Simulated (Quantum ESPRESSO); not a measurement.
## LaCrAsO: which magnetic order is lowest

A self-consistent run ends on one state, which hangs on the start. Several orders of LaCrAsO are started in Quantum ESPRESSO and their energies compared.

Main program and level: Quantum ESPRESSO 7.5; PBEsol; plane waves with GBRV 1.5 PBEsol potentials, no spin-orbit coupling.

### 1. Starting point

Symmetry: P4/nmm, No. 129, tetragonal system. The conventional cell has a = 4.041 Å, b = 4.041 Å, c = 8.986 Å, α = 90.00°, β = 90.00°, γ = 90.00°. Nearest to La lie 4 O at 2.36 Å. Nearest to Cr lie 4 As at 2.49 Å. Nearest to As lie 4 Cr at 2.49 Å. Nearest to O lie 4 La at 2.36 Å. Farther neighbours and most contacts between anions are not listed.

The cell comes from the Crystallography Open Database.

### 2. Start 1: ferro ++

The signs are those of the starting moments on the seeded atoms, the atoms that are given a moment.

pw.in

```
&CONTROL
  calculation = 'scf'
  prefix = 'pwscf'
  outdir = './tmp'
  pseudo_dir = './pseudo'
  disk_io = 'nowf'
/
&SYSTEM
  ibrav = 0
  nat = 8
  ntyp = 4
  ecutwfc = 40
  ecutrho = 280
  nbnd = 51
  occupations = 'smearing'
  smearing = 'fd'
  degauss = 0.00734986
  nspin = 2
  starting_magnetization(1) = 0
  starting_magnetization(2) = 0.1786
  starting_magnetization(3) = 0
  starting_magnetization(4) = 0
/
&ELECTRONS
  conv_thr = 1.6d-08
  electron_maxstep = 150
  mixing_beta = 0.3
/
ATOMIC_SPECIES
La    138.9055 la_pbesol_v1.uspp.F.UPF
Cr     51.9961 cr_pbesol_v1.5.uspp.F.UPF
As     74.9216 as_pbesol_v1.uspp.F.UPF
O      15.9990 o_pbesol_v1.2.uspp.F.UPF
CELL_PARAMETERS angstrom
   4.0412000000    0.0000000000    0.0000000000
   0.0000000000    4.0412000000    0.0000000000
   0.0000000000    0.0000000000    8.9863000000
ATOMIC_POSITIONS crystal
La      0.5000000000    0.0000000000    0.1365000000
La      0.0000000000    0.5000000000    0.8635000000
Cr      0.0000000000    0.0000000000    0.5000000000
Cr      0.5000000000    0.5000000000    0.5000000000
As      0.5000000000    0.0000000000    0.6625000000
As      0.0000000000    0.5000000000    0.3375000000
O       0.0000000000    0.0000000000    0.0000000000
O       0.5000000000    0.5000000000    0.0000000000
K_POINTS automatic
6 6 6 0 0 0
```

Started as:

```console
$ OMP_NUM_THREADS=1 mpirun -n 4 pw.x -nk 4 -in pw.in > pw.out
```

What it wrote:

```text
Program PWSCF v.7.5 starts

     Message from routine setup:
     using ibrav=0 with symmetry is DISCOURAGED, use correct ibrav instead

     K-points division:     npool     =       4
     Subspace diagonalization in iterative solution of the eigenvalue problem:

     G-vector sticks info
     --------------------
     sticks:   dense  smooth     PW     G-vecs:    dense   smooth      PW
     Sum        1305     749    221                78387    33913    5601

     Using Slab Decomposition

     bravais-lattice index     =            0
     lattice parameter (alat)  =       7.6368  a.u.
     unit-cell volume          =     990.3717 (a.u.)^3
     number of atoms/cell      =            8
     number of atomic types    =            4
     number of electrons       =        72.00
     number of Kohn-Sham states=           51
     kinetic-energy cutoff     =      40.0000  Ry
     charge density cutoff     =     280.0000  Ry
     scf convergence threshold =      1.6E-08
     mixing beta               =       0.3000
     number of iterations used =            8  plain     mixing
     Exchange-correlation= SLA  PW   PSX  PSC
                           (   1   4  10   8   0   0   0)

     celldm(1)=   7.636761  celldm(2)=   0.000000  celldm(3)=   0.000000
     celldm(4)=   0.000000  celldm(5)=   0.000000  celldm(6)=   0.000000

     crystal axes: (cart. coord. in units of alat)
               a(1) = (   1.000000   0.000000   0.000000 )
               a(2) = (   0.000000   1.000000   0.000000 )
               a(3) = (   0.000000   0.000000   2.223671 )

     reciprocal axes: (cart. coord. in units 2 pi/alat)
               b(1) = (  1.000000  0.000000  0.000000 )
               b(2) = (  0.000000  1.000000  0.000000 )
               b(3) = (  0.000000  0.000000  0.449707 )

     PseudoPot. # 1 for La read from file:
     la_pbesol_v1.uspp.F.UPF
     Pseudo is Ultrasoft + core correction, Zval = 11.0
     Generated by new atomic code, or converted to UPF format
     Using radial grid of  995 points,  8 beta functions with:
                l(1) =   0
                l(2) =   0
                l(3) =   1
                l(4) =   1
                l(5) =   2
                l(6) =   2
                l(7) =   3
                l(8) =   3
     Q(r) pseudized with  8 coefficients,  rinner =    1.700   1.700   1.700
                                                       1.700   1.700   1.700
                                                       1.700

     PseudoPot. # 2 for Cr read from file:
     cr_pbesol_v1.5.uspp.F.UPF
     Pseudo is Ultrasoft + core correction, Zval = 14.0
     Generated by new atomic code, or converted to UPF format
     Using radial grid of  857 points,  6 beta functions with:
                l(1) =   0
                l(2) =   0
                l(3) =   1
                l(4) =   1
                l(5) =   2
                l(6) =   2
     Q(r) pseudized with  8 coefficients,  rinner =    0.950   0.950   0.950
                                                       0.950   0.950

     PseudoPot. # 3 for As read from file:
     as_pbesol_v1.uspp.F.UPF
     Pseudo is Ultrasoft + core correction, Zval =  5.0
     Generated by new atomic code, or converted to UPF format
     Using radial grid of  875 points,  6 beta functions with:
                l(1) =   0
                l(2) =   0
                l(3) =   1
                l(4) =   1
                l(5) =   2
                l(6) =   2
     Q(r) pseudized with  8 coefficients,  rinner =    1.300   1.300   1.300
                                                       1.300   1.300

     PseudoPot. # 4 for O  read from file:
     o_pbesol_v1.2.uspp.F.UPF
     Pseudo is Ultrasoft + core correction, Zval =  6.0
     Generated by new atomic code, or converted to UPF format
     Using radial grid of  737 points,  5 beta functions with:
                l(1) =   0
                l(2) =   0
                l(3) =   1
                l(4) =   1
                l(5) =   2
     Q(r) pseudized with  8 coefficients,  rinner =    0.900   0.900   0.900
                                                       0.900   0.900

     atomic species   valence    mass     pseudopotential
     La               11.00   138.90550     La( 1.00)
     Cr               14.00    51.99610     Cr( 1.00)
     As                5.00    74.92160     As( 1.00)
     O                 6.00    15.99900     O ( 1.00)

     Starting magnetic structure
     atomic species   magnetization
     La              0.000
     Cr              0.179
     As              0.000
     O               0.000

     16 Sym. Ops., with inversion, found ( 8 have fractional translation)

   Cartesian axes

     site n.     atom                  positions (alat units)
         1        La     tau(   1) = (   0.5000000   0.0000000   0.3035311  )
         2        La     tau(   2) = (   0.0000000   0.5000000   1.9201401  )
         3        Cr     tau(   3) = (   0.0000000   0.0000000   1.1118356  )
         4        Cr     tau(   4) = (   0.5000000   0.5000000   1.1118356  )
         5        As     tau(   5) = (   0.5000000   0.0000000   1.4731822  )
         6        As     tau(   6) = (   0.0000000   0.5000000   0.7504890  )
         7        O      tau(   7) = (   0.0000000   0.0000000   0.0000000  )
         8        O      tau(   8) = (   0.5000000   0.5000000   0.0000000  )

     number of k points=    40  Fermi-Dirac smearing, width (Ry)=  0.0073
                       cart. coord. in units 2pi/alat
        k(    1) = (   0.0000000   0.0000000   0.0000000), wk =   0.0046296
        k(    2) = (   0.0000000   0.0000000   0.0749511), wk =   0.0092593
        k(    3) = (   0.0000000   0.0000000   0.1499023), wk =   0.0092593
        k(    4) = (   0.0000000   0.0000000  -0.2248534), wk =   0.0046296
        k(    5) = (   0.0000000   0.1666667   0.0000000), wk =   0.0185185
        [... 35 further k-points ...]

     Dense  grid:    78387 G-vectors     FFT dimensions: (  48,  48,  96)

     Smooth grid:    33913 G-vectors     FFT dimensions: (  32,  32,  72)

     Check: negative core charge=   -0.000002
     Generating pointlists ...
     new r_m :   0.2413 (alat units)  1.8426 (a.u.) for type    1
     new r_m :   0.2545 (alat units)  1.9434 (a.u.) for type    2
     new r_m :   0.2545 (alat units)  1.9434 (a.u.) for type    3
     new r_m :   0.2413 (alat units)  1.8426 (a.u.) for type    4

     Initial potential from superposition of free atoms

     starting charge      69.9407, renormalised to      72.0000

     negative rho (up, down):  7.946E-02 7.898E-02
     Starting wfcs are   76 randomized atomic wfcs

     Self-consistent Calculation

     iteration #  1     ecut=    40.00 Ry     beta= 0.30
     Davidson diagonalization with overlap
     ethr =  1.00E-02,  avg # of iterations =  5.4

     negative rho (up, down):  7.642E-02 7.642E-02

     total energy              =    -664.83909459 Ry
     estimated scf accuracy    <      76.25973416 Ry

     total magnetization       =     1.84 Bohr mag/cell
     absolute magnetization    =     2.22 Bohr mag/cell

     iteration #  2     ecut=    40.00 Ry     beta= 0.30
     Davidson diagonalization with overlap
     ethr =  1.00E-02,  avg # of iterations =  8.2

     negative rho (up, down):  7.174E-04 7.195E-04

     total energy              =    -673.97375799 Ry
     estimated scf accuracy    <     521.90777053 Ry

     total magnetization       =     4.86 Bohr mag/cell
     absolute magnetization    =     4.91 Bohr mag/cell

     iteration #  3     ecut=    40.00 Ry     beta= 0.30
     Davidson diagonalization with overlap
     ethr =  1.00E-02,  avg # of iterations =  6.4

     negative rho (up, down):  9.217E-03 9.827E-03

     total energy              =    -700.08638511 Ry
     estimated scf accuracy    <      51.84700109 Ry

     total magnetization       =     0.47 Bohr mag/cell
     absolute magnetization    =     0.52 Bohr mag/cell

     [... further iterations left out ...]

     iteration # 22     ecut=    40.00 Ry     beta= 0.30
     Davidson diagonalization with overlap
     ethr =  6.24E-09,  avg # of iterations =  2.0

     negative rho (up, down):  5.414E-02 5.871E-02

     total energy              =    -700.32110787 Ry
     estimated scf accuracy    <       0.00000190 Ry

     total magnetization       =     4.59 Bohr mag/cell
     absolute magnetization    =     5.20 Bohr mag/cell

     iteration # 23     ecut=    40.00 Ry     beta= 0.30
     Davidson diagonalization with overlap
     ethr =  2.64E-09,  avg # of iterations =  4.0

     negative rho (up, down):  5.414E-02 5.872E-02

     total energy              =    -700.32110844 Ry
     estimated scf accuracy    <       0.00000009 Ry

     total magnetization       =     4.59 Bohr mag/cell
     absolute magnetization    =     5.20 Bohr mag/cell

     iteration # 24     ecut=    40.00 Ry     beta= 0.30
     Davidson diagonalization with overlap
     ethr =  1.20E-10,  avg # of iterations =  5.2

     negative rho (up, down):  5.414E-02 5.872E-02

     total energy              =    -700.32110848 Ry
     estimated scf accuracy    <       0.00000003 Ry

     total magnetization       =     4.59 Bohr mag/cell
     absolute magnetization    =     5.20 Bohr mag/cell

     iteration # 25     ecut=    40.00 Ry     beta= 0.30
     Davidson diagonalization with overlap
     ethr =  3.54E-11,  avg # of iterations =  3.7

     negative rho (up, down):  5.414E-02 5.872E-02

     Magnetic moment per site  (integrated on atomic sphere of radius R)
     atom   1 (R=0.241)  charge=  6.1663  magn= -0.0043
     atom   2 (R=0.241)  charge=  6.1663  magn= -0.0043
     atom   3 (R=0.254)  charge= 12.1232  magn=  2.1520
     atom   4 (R=0.254)  charge= 12.1232  magn=  2.1520
     atom   5 (R=0.254)  charge=  2.8624  magn= -0.0812
     atom   6 (R=0.254)  charge=  2.8624  magn= -0.0812
     atom   7 (R=0.241)  charge=  6.2581  magn= -0.0001
     atom   8 (R=0.241)  charge=  6.2581  magn= -0.0001

     End of self-consistent calculation

     [... lines left out ...]
     the Fermi energy is    11.5357 ev

!    total energy              =    -700.32110849 Ry
     estimated scf accuracy    <          2.4E-09 Ry
     smearing contrib. (-TS)   =      -0.00950126 Ry
     internal energy E=F+TS    =    -700.31160724 Ry

     The total energy is F=E-TS. E is the sum of the following terms:
     one-electron contribution =    -268.19330285 Ry
     hartree contribution      =     169.42594483 Ry
     xc contribution           =    -219.69329096 Ry
     ewald contribution        =    -381.85095826 Ry

     total magnetization       =     4.59 Bohr mag/cell
     absolute magnetization    =     5.20 Bohr mag/cell

     convergence has been achieved in  25 iterations

=------------------------------------------------------------------------------=
   JOB DONE.
=------------------------------------------------------------------------------=
```

It took 4.5 min on 4 MPI ranks of Arm Neoverse V1, shared host; peak memory 1.5 GiB; 18 min of CPU time.

Spin moment in the atom's sphere by atom:

| atom | spin moment in the atom's sphere (μB) |
| --- | --- |
| La1 | 0.00 |
| La2 | 0.00 |
| Cr3 | 2.15 |
| Cr4 | 2.15 |
| As5 | -0.08 |
| As6 | -0.08 |
| O7 | 0.00 |
| O8 | 0.00 |

Read from the output:

```yaml
smearing_term_ts: 0.1293 eV
magnetization: 4.595 μB
absolute_magnetization: 5.199 μB
final_state: ferromagnetic
```

Spin density in the ac plane at fractional y = 0.000, with atoms of La and Cr and As and O within 0.2 Å of it.

Ten even steps from '0' (-0.1 e/Å³) to '9' (2.7 e/Å³), each cell a mean:
```
00000000000000
00000000000000
00000000000000
00000000000000
00000000000000
00000000000000
00000000000000
00000000000000
00000000000000
10000000000001
53100000000014
97200000000149
95200000000137
21000000000012
00000000000000
00000000000000
00000000000000
00000000000000
00000000000000
00000000000000
00000000000000
00000000000000
00000000000000
00000000000000
```
Columns run along a (4.0 Å), rows up along c (9.0 Å). Atoms in or near the plane, at fractional coordinates: La at (0.50, 0.14), Cr at (0.00, 0.50), As at (0.50, 0.66), O at (0.00, 0.00).

Valence density in the ac plane at fractional y = 0.000, with atoms of La and Cr and As and O within 0.2 Å of it. It is the smooth field of the valence electrons, not physical close to the nuclei.

Values in e/Å³, 24 rows by 14 columns, each cell a mean:
```
 6  4  1  0  0  0  0  0  0  0  0  1  2  5
 2  1  0  0  0  0  0  0  0  0  0  0  1  1
 0  0  0  0  0  0  0  0  0  0  0  0  0  0
 0  0  0  0  0  0  0  0  0  0  0  0  0  0
 0  0  0  0  0  0  0  0  0  0  0  0  0  0
 0  0  0  0  0  0  0  1  0  0  0  0  0  0
 0  0  0  0  0  1  0  0  0  1  0  0  0  0
 0  0  0  0  1  0  1  2  0  0  0  0  0  0
 0  0  0  0  1  0  0  1  0  1  1  0  0  0
 1  1  0  0  1  1  0  0  1  1  0  0  0  1
 9  5  1  0  0  0  0  0  0  0  0  1  2  7
 8 12  3  1  0  0  0  0  0  0  0  1  6 13
13  9  2  0  0  0  0  0  0  0  0  1  5 12
 3  2  1  0  0  0  0  0  0  0  0  0  1  2
 0  0  0  0  0  0  0  0  0  0  0  0  0  0
 0  0  0  0  0  0  0  0  0  0  0  0  0  0
 0  0  0  0  0  0  0  0  0  0  0  0  0  0
 0  0  0  0  0  0  0  1  0  0  0  0  0  0
 0  0  0  0  1  1  2  2  1  1  0  0  0  0
 0  0  0  0  1  2  1  1  1  2  1  0  0  0
 0  0  0  1  1  1  0 -1  0  2  1  0  0  0
 1  1  0  1  1  2  1  1  1  2  1  0  0  1
 3  2  1  0  1  1  2  2  1  1  1  1  1  3
 7  5  2  1  0  0  0  0  0  0  0  1  3  6
```
Columns run along a (4.0 Å), rows up along c (9.0 Å). Atoms in or near the plane, at fractional coordinates: La at (0.50, 0.14), Cr at (0.00, 0.50), As at (0.50, 0.66), O at (0.00, 0.00).

(Continued in part 2 of 2.)

[Logs and program files are shortened in this print: banners, set-up blocks, solver, clock and traceback lines can be left out without a mark of their own.]

[Logs are printed without paths, hosts, clocks, repeated set-up lines and the standing remarks that a program may print on its own settings, such as how far it seeks lower states.]

[Hosts, paths, dates, database ids (printed as entryN), source tags and the programs' standing remarks are cut or masked in the printed files.]

[Where a cell is said to come from a database of computed structures, the database is the Materials Project.]
